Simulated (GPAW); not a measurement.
## Quasiparticle gap of SrCl2 (Fm-3m) in GPAW

Wanted: ground state, empty states, screening and self-energy for SrCl2 (Fm-3m).

Method: LDA and many-body steps on it, plane waves, in GPAW 26.7.0.

### Step 1. Starting point

It takes space group Fm-3m (No. 225, cubic). The conventional cell has a = 6.977 Å, b = 6.977 Å, c = 6.977 Å, α = 90.00°, β = 90.00°, γ = 90.00°. Sr has 8 Cl at 3.02 Å nearest. Cl has 4 Sr at 3.02 Å nearest. Farther neighbours and most contacts between anions are not listed.

The cell and positions come from the Crystallography Open Database and are kept as given unless a step says otherwise.

### Step 2. Ground state

This step: GPAW 26.7.0; DFT, LDA, plane waves, PAW.

The ground-state density comes first.

run.py reads:

```python
import json
import numpy as np
from gpaw.mpi import world
from ase import Atoms
from gpaw import GPAW, PW, FermiDirac

atoms = Atoms(['Sr', 'Cl', 'Cl'],
    cell=[[0.0000000000, 3.4883500000, 3.4883500000],
      [3.4883500000, 0.0000000000, 3.4883500000],
      [3.4883500000, 3.4883500000, 0.0000000000]],
    scaled_positions=[[0.0000000000, 0.0000000000, 0.0000000000],
      [0.2500000000, 0.2500000000, 0.2500000000],
      [0.7500000000, 0.7500000000, 0.7500000000]],
    pbc=(True, True, True))
calc = GPAW(mode=PW(450),
    xc='LDA',
    kpts={'size': (6, 6, 6), 'gamma': True},
    occupations=FermiDirac(0.001),
    nbands=-7,
    convergence={'density': 1e-6, 'bands': -3},
    maxiter=100,
    txt='gs.txt')
atoms.calc = calc
res = {'energy': atoms.get_potential_energy()}
kpts = calc.get_ibz_k_points()
res['kpts'] = kpts
res['eigenvalues'] = [calc.get_eigenvalues(kpt=k) for k in range(len(kpts))]
res['n_electrons'] = calc.get_number_of_electrons()
calc.write('gs.gpw')

if world.rank == 0:
    with open('result.json', 'w') as f:
        json.dump(res, f, default=lambda x: x.tolist())
```

Run with:

```sh
$ mpirun -n 4 gpaw python run.py
```

Numbers of over 12 decimals in the logs are rounded to 6 here.

Output:

```text
__  _  _
 | _ |_)|_||  |
 |__||  | ||/\| - 26.7.0

Input parameters:
  mode=PW(ecut=450.000000),
  convergence={'density': 1e-06, 'bands': -3},
  kpts=MonkhorstPack(size=(6, 6, 6), gamma=True),
  maxiter=100,
  nbands=-7,
  occupations=Occupations(name='fermi-dirac', width=0.001, fixmagmom=False),
  xc=XC(name='LDA')
  [... matrices ...]
Diagonalizing LCAO Hamiltonian
Converting LCAO to pw mode

                        Cl

             Cl

       Sr

Atoms  # Å, Bohr magnetons
|   | symbol |        x |        y |        z |    initial magnetic moments |
| 0 |     Sr | 0.000000 | 0.000000 | 0.000000 | ( 0.0000,  0.0000,  0.0000) |
| 1 |     Cl | 1.744175 | 1.744175 | 1.744175 | ( 0.0000,  0.0000,  0.0000) |
| 2 |     Cl | 5.232525 | 5.232525 | 5.232525 | ( 0.0000,  0.0000,  0.0000) |

Unit cell  # Å
| periodic |        x |        y |        z |  lengths |    angles |
|      yes | 0.000000 | 3.488350 | 3.488350 | 4.933272 | 60.000000 |
|      yes | 3.488350 | 0.000000 | 3.488350 | 4.933272 | 60.000000 |
|      yes | 3.488350 | 3.488350 | 0.000000 | 4.933272 | 60.000000 |

Number of symmetries: 48
Symmetry operations  # r_c * U_cc + t_c -> r_c
|    | kind |            matrix            |
|  0 |  σ   |  1, 0, 0,  1, 0,-1,  1,-1, 0 |
|  1 |  C2  |  1, 0, 0,  1,-1, 0,  1, 0,-1 |
|  2 |  E   |  1, 0, 0,  0, 1, 0,  0, 0, 1 |
|  3 |  σ   |  1, 0, 0,  0, 0, 1,  0, 1, 0 |
|  4 |  C4  |  1, 0,-1,  1, 0, 0,  1,-1, 0 |
|  5 |  S6  |  1, 0,-1,  1,-1, 0,  1, 0, 0 |
|  6 |  σ   |  1, 0,-1,  0, 1,-1,  0, 0,-1 |
|  7 |  C3  |  1, 0,-1,  0, 0,-1,  0, 1,-1 |
|  8 |  S6  |  1,-1, 0,  1, 0, 0,  1, 0,-1 |
|  9 |  C4  |  1,-1, 0,  1, 0,-1,  1, 0, 0 |
| 10 |  C3  |  1,-1, 0,  0,-1, 1,  0,-1, 0 |
| 11 |  σ   |  1,-1, 0,  0,-1, 0,  0,-1, 1 |
| 12 |  σ   |  0, 1, 0,  1, 0, 0,  0, 0, 1 |
| 13 |  C4  |  0, 1, 0,  0, 1,-1, -1, 1, 0 |
| 14 |  C3  |  0, 1, 0,  0, 0, 1,  1, 0, 0 |
| 15 |  S6  |  0, 1, 0, -1, 1, 0,  0, 1,-1 |
| 16 |  C2  |  0, 1,-1,  1, 0,-1,  0, 0,-1 |
| 17 |  σ   |  0, 1,-1,  0, 1, 0, -1, 1, 0 |
| 18 |  S4  |  0, 1,-1,  0, 0,-1,  1, 0,-1 |
| 19 |  C4  |  0, 1,-1, -1, 1, 0,  0, 1, 0 |
| 20 |  C3  |  0, 0, 1,  1, 0, 0,  0, 1, 0 |
| 21 |  σ   |  0, 0, 1,  0, 1, 0,  1, 0, 0 |
| 22 |  S6  |  0, 0, 1,  0,-1, 1, -1, 0, 1 |
| 23 |  C4  |  0, 0, 1, -1, 0, 1,  0,-1, 1 |
| 24 |  S4  |  0, 0,-1,  1, 0,-1,  0, 1,-1 |
| 25 |  C3  |  0, 0,-1,  0, 1,-1,  1, 0,-1 |
| 26 |  C2  |  0, 0,-1,  0,-1, 0, -1, 0, 0 |
| 27 |  S6  |  0, 0,-1, -1, 0, 0,  0,-1, 0 |
| 28 |  S4  |  0,-1, 1,  1,-1, 0,  0,-1, 0 |
| 29 |  C4  |  0,-1, 1,  0, 0, 1, -1, 0, 1 |
| 30 |  C2  |  0,-1, 1,  0,-1, 0,  1,-1, 0 |
| 31 |  σ   |  0,-1, 1, -1, 0, 1,  0, 0, 1 |
| 32 |  C3  |  0,-1, 0,  1,-1, 0,  0,-1, 1 |
| 33 |  S6  |  0,-1, 0,  0, 0,-1, -1, 0, 0 |
| 34 |  S4  |  0,-1, 0,  0,-1, 1,  1,-1, 0 |
| 35 |  C2  |  0,-1, 0, -1, 0, 0,  0, 0,-1 |
| 36 |  C2  | -1, 1, 0,  0, 1, 0,  0, 1,-1 |
| 37 |  S6  | -1, 1, 0,  0, 1,-1,  0, 1, 0 |
| 38 |  S4  | -1, 1, 0, -1, 0, 1, -1, 0, 0 |
| 39 |  C3  | -1, 1, 0, -1, 0, 0, -1, 0, 1 |
| 40 |  S6  | -1, 0, 1,  0, 0, 1,  0,-1, 1 |
| 41 |  C2  | -1, 0, 1,  0,-1, 1,  0, 0, 1 |
| 42 |  C3  | -1, 0, 1, -1, 1, 0, -1, 0, 0 |
| 43 |  S4  | -1, 0, 1, -1, 0, 0, -1, 1, 0 |
| 44 |  C2  | -1, 0, 0,  0, 0,-1,  0,-1, 0 |
| 45 |  i   | -1, 0, 0,  0,-1, 0,  0, 0,-1 |
| 46 |  σ   | -1, 0, 0, -1, 1, 0, -1, 0, 1 |
| 47 |  C2  | -1, 0, 0, -1, 0, 1, -1, 1, 0 |

BZ-sampling:
  Number of BZ points: 216
  Number of IBZ points: 16

  Monkhorst-Pack size: [6, 6, 6]
  Monkhorst-Pack shift: [0.083333, 0.083333, 0.083333]

K-points  # in reciprocal-cell coordinates
|     |                                coordinates |     weight |
|   0 | (  0.00000000,   0.00000000,   0.00000000) | 0.00462963 |
|   1 | (  0.16666667,   0.16666667,   0.00000000) | 0.02777778 |
|   2 | (  0.16666667,   0.16666667,   0.16666667) | 0.03703704 |
|   3 | (  0.33333333,   0.16666667,   0.16666667) | 0.05555556 |
|   4 | (  0.33333333,   0.33333333,  -0.33333333) | 0.05555556 |
|   5 | (  0.33333333,   0.33333333,   0.00000000) | 0.02777778 |
|   6 | (  0.33333333,   0.33333333,   0.16666667) | 0.11111111 |
|   7 | (  0.33333333,   0.33333333,   0.33333333) | 0.03703704 |
|   8 | (  0.50000000,   0.33333333,  -0.33333333) | 0.11111111 |
|   9 | (  0.50000000,   0.33333333,  -0.16666667) | 0.05555556 |
| ... |                                            |            |
|  15 | (  0.50000000,   0.50000000,   0.50000000) | 0.01851852 |

Plane wave coefficients: 1868
Cutoff: 450.000000 eV

Spin-components: 1 (collinear spins)
Bands:           19
Projectors:      15
Spin-degeneracy: 2
Datatype:        complex128

  Storage: CPU
  Wave functions: 8_935_168 bytes (2_233_792 per core)
  Projectors: 10_345_984 bytes (2_586_496 per core)
  [... matrices ...]
Parallelization:
  kpt:    4
  domain: 1
  band:   1

Density:
  Valence electrons: 24.0
  Components: 1
  Grid points: [25 25 25]
  Charge: 0.0  # |e|

Potential:
  Grid points: [25 25 25]

species:
  Sr:
    name:    Strontium
    Z:       38.0
    valence: 10
    core:    28
    charge:  0.0  # [|e|]
    compensation charges:
      type: gauss
      rc: 0.40  # [Å]
      lmax: 2
    cutoffs:
      filter: 2.39  # [Å]
      core: 1.85  # [Å]
    projectors
    | kind |    occ | energy [eV] | rcut [Å] |
    |   4s |  2.000 |     -40.901 |    1.291 |
    |   5s |  2.000 |      -3.641 |    1.291 |
    |   4p |  6.000 |     -22.864 |    1.291 |
    |    p |        |       4.348 |    1.291 |
    |    d |        |       0.000 |    1.254 |

    Using partial waves for Sr as LCAO basis

  Cl:
    name:    Chlorine
    Z:       17.0
    valence: 7
    core:    10
    charge:  0.0  # [|e|]
    compensation charges:
      type: gauss
      rc: 0.25  # [Å]
      lmax: 2
    cutoffs:
      filter: 1.40  # [Å]
      core: 1.49  # [Å]
    projectors
    | kind |    occ | energy [eV] | rcut [Å] |
    |   3s |  2.000 |     -20.688 |    0.794 |
    |   3p |  5.000 |      -8.701 |    0.794 |
    |    s |        |       6.523 |    0.794 |
    |    p |        |      18.511 |    0.794 |
    |    d |        |       0.000 |    0.794 |

    Using partial waves for Cl as LCAO basis

Reference energy: -111434.994330  # eV

eigensolver:
  PPCG
  Converge bands: -3
  niter=2

density mixing:
  MSR1-Mixer
  Pratt-step length: 0.05
  Maximum mixing coefficient: 0.75
  Old densities: 10
  SVD Regularization: 0.005
  Good broyden scale: 1.0
  Trust region scale: 1.0
  Backstep threshold: 4.0
  History deletion threshold: 6.0
  Fourier metric: weight=20.0, sigma=0.015

occupation numbers:
  Fermi-Dirac:
    width: 0.0010  # eV

poisson solver:
  ecut: 3600.000000  # eV

xc functional:
  name: None

Initialization done in: 1.171 s

convergence criteria:
- Maximum integral of absolute [dens]ity change: 1e-06 electrons / valence electron
- Maximum [total energy] change in last 3 cyles: 0.0005 eV / valence electron
- Maximum integral of absolute [eigenst]ate change: 4e-08 eV^2 / valence electron
maximum number of iterations: 100

SCF iterations
|iter     |     time |      energy | eigst |  dens |
|iter:   1|  |  -14.204996 | +1.49 |       |
|iter:   2|  |  -14.179991 | +0.35 | -1.28 |
|iter:   3|  |  -14.025728 | -0.16 | -1.31 |
|iter:   4|  |  -14.028032 | -0.84 | -1.89 |
|iter:   5|  |  -14.028794c| -2.06 | -2.30 |
|iter:   6|  |  -14.028808c| -3.21 | -3.04 |
|iter:   7|  |  -14.028808c| -4.27 | -4.00 |
|iter:   8|  |  -14.028808c| -5.16 | -4.58 |
|iter:   9|  |  -14.028808c| -6.05 | -5.37 |
|iter:  10|  |  -14.028808c| -6.95 | -6.10c|
|iter:  11|  |  -14.028808c| -7.51c| -6.65c|

Converged in 11 steps
SCF loop duration: 3.018 s (0.274 s/step)
Energy contributions relative to reference atoms: (reference = -111434.994330)
  [... matrices ...]
Energy contributions:
  Kinetic:           8.317565
  Coulomb:          -8.116383
  Zero:             -0.206835
  External:          0.000000
  Xc:              -14.023156
  Entropy:          -0.000000
  Spinorbit:         0.000000
  ----------------------------
  Free energy:     -14.028808
  Extrapolated:    -14.028808

dipole moment: (-27.321783, -27.321783, -27.321783)  # |e|*Ang

Fermi level: 3.542
Eigenvalues  # (at kpt = [0.000, 0.000, 0.000])
| band index |      eig [eV] | occ [0-2] |
|          0 |       -31.275 |     2.000 |
|        ... |               |           |
|          4 |       -11.810 |     2.000 |
|          5 |       -10.932 |     2.000 |
|          6 |        -0.734 |     2.000 |
|          7 |        -0.734 |     2.000 |
|          8 |        -0.734 |     2.000 |
|          9 |         1.091 |     2.000 |
|         10 |         1.091 |     2.000 |
|         11 |         1.091 |     2.000 |
|         12 |         6.321 |     0.000 |
|         13 |         7.284 |     0.000 |
|         14 |         7.284 |     0.000 |
|         15 |        10.067 |     0.000 |
|         16 |        10.067 |     0.000 |
|         17 |        10.554 |     0.000 |
|         18 |        10.664 |     0.000 |

Gap: 4.883 eV
Transition (v -> c):
  (s=0, k=12, n=11, [0.50, 0.50, 0.00]) -> (s=0, k=0, n=12, [0.00, 0.00, 0.00])
Direct/indirect transitions are different
Direct gap: 5.167 eV
Transition at: (s=0, k=12, n=11, [0.50, 0.50, 0.00])
# Writing to gs.gpw (mode='')
  [... matrices ...]
```

It took 6.1 s on 4 MPI ranks of Arm Neoverse V1, shared host; peak memory 0.63 GiB; 24 s of CPU time.

Numbers from this step:

```
total energy               : -14.03 eV
gap                        : 4.883 eV
k of the valence top       : 0.5, 0.5, 0
k of the conduction bottom : 0, 0, 0
least direct gap           : 5.167 eV
```

The gap is indirect, with the least direct gap 0.28 eV higher.

### Step 3. Empty states on the mesh, 4×4×4 mesh, 295 bands

The sums over transitions need many empty states on a uniform mesh; this step solves for them.

run.py reads:

```python
import json
import numpy as np
from gpaw.mpi import world
from gpaw import GPAW

calc = GPAW('gs.gpw').fixed_density(kpts={'size': (4, 4, 4), 'gamma': True},
    parallel={'domain': 1, 'band': 1},
    txt='nscf.txt')
calc.diagonalize_full_hamiltonian(nbands=295)
calc.write('full.gpw', mode='all')
res = {}
kpts = calc.get_ibz_k_points()
res['kpts'] = kpts
res['eigenvalues'] = [calc.get_eigenvalues(kpt=k) for k in range(len(kpts))]
res['n_electrons'] = calc.get_number_of_electrons()

if world.rank == 0:
    with open('result.json', 'w') as f:
        json.dump(res, f, default=lambda x: x.tolist())
```

Run with:

```sh
$ mpirun -n 4 gpaw python run.py
```

Output:

```text
Diagonalizing LCAO Hamiltonian
Converting LCAO to pw mode
convergence criteria:
- Maximum integral of absolute [eigenst]ate change: 4e-08 eV^2 / valence electron
maximum number of iterations: 100

SCF iterations
|iter     |     time |      energy | eigst |  dens |
|iter:   1|  |             | +1.44 |       |
|iter:   2|  |             | +0.41 |       |
|iter:   3|  |             | -0.08 |       |
[...]
|iter:  10|  |             | -6.36 |       |
|iter:  11|  |             | -7.22 |       |
|iter:  12|  |             | -7.52c|       |
SCF steps: 12
  __  _  _
 | _ |_)|_||  |
 |__||  | ||/\| - 26.7.0

Input parameters:
  mode=PW(ecut=450.000000),
  convergence={'density': 1e-06, 'bands': -3},
  gpts=array([25, 25, 25]),
  kpts=MonkhorstPack(size=(4, 4, 4), gamma=True),
  maxiter=100,
  nbands=19,
  occupations=Occupations(name='fermi-dirac', width=0.001, fixmagmom=False),
  parallel={'domain': 1, 'band': 1},
  xc=XC(name='LDA')
Matrix size: 1837x1837
# Writing to full.gpw (mode='all')
  [... matrices ...]

timing:  # [seconds]
  Total: 13.087  # ━━━━━━━━━━━━━━━━━━━━━━━━━━━━━━━━━━━━━━━━━━━━━━━━━━━━━━━━━━
```

Elapsed: 18 s, on 4 MPI ranks; peak memory 1.7 GiB; 70 s of CPU time.

This step gave:

- gap: 4.883 eV
- k of the valence top: 0.5, 0.5, 0
- k of the conduction bottom: 0, 0, 0
- least direct gap: 5.167 eV
- k points computed: 8
- lowest point of the top converged band, above the valence top: 121.7263 eV

On this mesh the gap is 4.883 eV.

### Step 4. Screening and self-energy, 4×4×4 mesh, 132 bands, screening to 78 eV

Now the one-shot GW correction: screening in the RPA, then the self-energy of the levels asked for.

This step: G0W0 on LDA, plane waves, PAW.

run.py reads:

```python
import json
import numpy as np
from gpaw.mpi import world
from gpaw.response.g0w0 import G0W0

gw = G0W0('full.gpw',
    filename='gw',
    kpts=[0, 5],
    bands=(10, 14),
    ecut=78,
    nbands=132,
    integrate_gamma='WS',
    ppa=True)
gw.calculate()
res = {mode: {k: v for k, v in r.items() if k != 'sigma_eskwn'}
       for mode, r in gw.all_results.items()}

if world.rank == 0:
    with open('result.json', 'w') as f:
        json.dump(res, f, default=lambda x: x.tolist())
```

Run with:

```sh
$ mpirun -n 4 gpaw python run.py
```

Output:

```text
Using integrator: PointIntegrator
FrequencyGridDescriptor(from 0.000+0.000j to 0.000+27.211j eV, 2 points)
Nonperiodic BCs:  [False False False]
Using integrator: PointIntegrator
FrequencyGridDescriptor(from 0.000+0.000j to 0.000+27.211j eV, 2 points)
Nonperiodic BCs:  [False False False]
  ___  _ _ _
 |   || | | |
 | | || | | |
 |__ ||_____|
 |___|

BZ k-points: Symmetries present (total): 48

  [... matrices ...]
64 k-points: 4 x 4 x 4 Monkhorst-Pack grid + [1/8,1/8,1/8]
8 k-points in the irreducible part of the Brillouin zone
       k-points in crystal coordinates                weights
   0:     0.00000000    0.00000000    0.00000000          1/64
   1:     0.25000000    0.25000000    0.00000000          6/64
   2:     0.25000000    0.25000000    0.25000000          8/64
   3:     0.50000000    0.25000000   -0.25000000          6/64
   4:     0.50000000    0.25000000    0.25000000         12/64
   5:     0.50000000    0.50000000    0.00000000          3/64
   6:     0.50000000    0.50000000    0.25000000         24/64
   7:     0.50000000    0.50000000    0.50000000          4/64

Distributing spins, k-points and bands (1 x 2 x 4) over 4 processes
Number of blocks: 1

Quasi particle states:
k-points (IBZ indices): [0, 5]
Band range: (10, 14)
  [... matrices ...]
Computational parameters:
Plane wave cut-off: 78 eV
Number of bands: 132
Coulomb cutoff: None
Broadening: 0.1 eV

fxc modes: GW
Kernel: RPA
Using Godby-Needs plasmon-pole approximation:
  Fitting energy: i*E0, E0 = 1.000 Hartree
Summing all q:

Calculating screened Coulomb potential
No Coulomb truncation
FrequencyGridDescriptor(from 0.000+0.000j to 0.000+27.211j eV, 2 points)
Removing empty qpoint cache files...

Calculating chi0 body with:
    Ground state adapter containing:
    Number of spins: 1
    Number of kpoints: 64
    Number of irreducible kpoints: 8
    Number of completely occupied states: 12
    Number of partially occupied states: 12
    Occupied states memory: 2.861023 M / cpu

    Linear response parametrization:
    q_c: [0.0, 0.0, 0.0]
    Number of frequency points: 2
    Planewave cutoff: 78.0
    Number of bands: 132
    Number of planewaves: 137
    Broadening (eta): 1e-06
    comm.size: 4
    kncomm.size: 4
    blockcomm.size: 1

    Memory estimate of potentially large arrays:
        chi0_wGG: 0.572784 M / cpu
Integrating chi0 body.

Symmetries of q_c:
    Direct symmetries (Uq -> q): 48
    Indirect symmetries (TUq -> q): 0
In total 48 allowed symmetries.

  [... matrices ...]
8 groups of equivalent kpoints. 87.5% reduction.

Integral kind: response function
Integrating chi0 head and wings.

Symmetries of q_c:
    Direct symmetries (Uq -> q): 48
    Indirect symmetries (TUq -> q): 0
In total 48 allowed symmetries.

  [... matrices ...]
8 groups of equivalent kpoints. 87.5% reduction.

Integral kind: response function wings

Calculating chi0 body with:
    Ground state adapter containing:
    Number of spins: 1
    Number of kpoints: 64
    Number of irreducible kpoints: 8
    Number of completely occupied states: 12
    Number of partially occupied states: 12
    Occupied states memory: 2.861023 M / cpu

[... the further q-points ...]

Results:
f:      Occupation numbers
eps:     KS-eigenvalues [eV]
vxc:     KS vxc [eV]
exx:     Exact exchange [eV]
sigma:   Self-energies [eV]
dsigma:  Self-energy derivatives
Z:       Renormalization factors
qp:      QP-energies [eV]

k-point 0 (0): (0.000, 0.000, 0.000)                GW
band       f     eps     vxc     exx   sigma  dsigma       Z      qp
                                                                   GW
  10   1.000   1.091 -16.951 -21.000   2.478  -0.232   0.812  -0.184
  11   1.000   1.091 -16.951 -21.000   2.478  -0.232   0.812  -0.184
  12   0.000   6.321  -9.853  -5.339  -3.251  -0.161   0.861   7.409
  13   0.000   7.284 -11.111  -5.647  -3.405  -0.168   0.856   9.047

k-point 1 (5): (0.500, 0.500, 0.000)                GW
band       f     eps     vxc     exx   sigma  dsigma       Z      qp
                                                                   GW
  10   1.000   1.031 -16.820 -20.818   2.458  -0.233   0.811  -0.219
  11   1.000   1.437 -17.371 -21.317   2.445  -0.232   0.811   0.220
  12   0.000   6.604  -9.757  -4.887  -3.232  -0.162   0.861   8.014
  13   0.000   8.274 -12.906  -7.106  -3.514  -0.174   0.852  10.221
```

Elapsed: 36 s, on 4 MPI ranks; peak memory 1.2 GiB.

Numbers from this step:

```
G0W0 gap on the points computed              : 7.189 eV
least direct G0W0 gap on the computed points : 7.593 eV
Z at the valence top                         : 0.8115
Z at the conduction bottom                   : 0.8613
starting gap on the mesh                     : 4.883 eV
k of the valence top                         : 0.5, 0.5, 0
k of the conduction bottom                   : 0, 0, 0
```

The gap on the mesh goes from 4.88 eV to 7.19 eV, a correction of +2.31 eV.

Limits: finite bands, cutoff and mesh; no spin-orbit coupling. v1 is the top filled band, c1 the lowest empty one. Levels before and after the correction, in eV, zero at the valence-band top of each column:

```
           conduction bottom  valence top
Kohn-Sham               4.88         0.00
     G0W0               7.19         0.00
```

```csv
,level,energy (eV)
Kohn-Sham,Γ v2-v1,-0.346
Kohn-Sham,Γ c1,4.883
Kohn-Sham,Γ c2,5.847
Kohn-Sham,(0.5 0.5 0) v2,-0.407
Kohn-Sham,(0.5 0.5 0) v1,0.000
Kohn-Sham,(0.5 0.5 0) c1,5.167
Kohn-Sham,(0.5 0.5 0) c2,6.837
G0W0,Γ v2-v1,-0.403
G0W0,Γ c1,7.189
G0W0,Γ c2,8.828
G0W0,(0.5 0.5 0) v2,-0.439
G0W0,(0.5 0.5 0) v1,0.000
G0W0,(0.5 0.5 0) c1,7.794
G0W0,(0.5 0.5 0) c2,10.001
```

### Step 5. Where the time went

Times are wall times on 4 MPI ranks of Arm Neoverse V1, shared host, good to a factor of about two.

| step | time | share | memory (GiB) |
| --- | --- | --- | --- |
| ground state | 6.1 s | 10 % | 0.63 |
| empty states on the mesh | 18 s | 29 % | 1.7 |
| screening and self-energy | 36 s | 60 % | 1.2 |

### Step 6. Outcome

| Property | Result |
| --- | --- |
| LDA gap | 4.88 eV, indirect |
| G0W0 gap on the mesh | 7.19 eV |
| GW settings | 4×4×4 mesh, 132 bands, screening to 78 eV, Godby-Needs plasmon pole |
| known limits | not at the basis limit; no spin-orbit coupling |

G0W0 moves the gap on the mesh from 4.88 eV to 7.19 eV (+2.31 eV), with Z of 0.81 and 0.86 at the edges. Only 2 of the mesh's irreducible points were corrected, so a valley elsewhere could overtake. The dearest step here is «screening and self-energy». Bands and cutoff are finite, so the gap is not at the basis limit. The miss can reach some tenths of an eV and take either sign; the mesh is an error of its own. These stock PAW sets were not made for GW. In the G0W0 run levels were corrected at 2 k points alone, so a gap called «on the mesh» is the least over those, and an edge elsewhere would be missed. The many-body steps are scalar-relativistic: spin-orbit coupling is not in them.

[Paths, hosts, dates, memory and timing lines, banners, echoed tables and standing remarks are left out of the program output.]

[Logs are printed without paths, hosts, clocks, repeated set-up lines and the standing remarks that a program may print on its own settings, such as how far it seeks lower states.]

[Runs of the session that timed out or met a known fault of the program may be left out.]

[Hosts, paths, dates, database ids (printed as entryN), source tags and the programs' standing remarks are cut or masked in the printed files.]
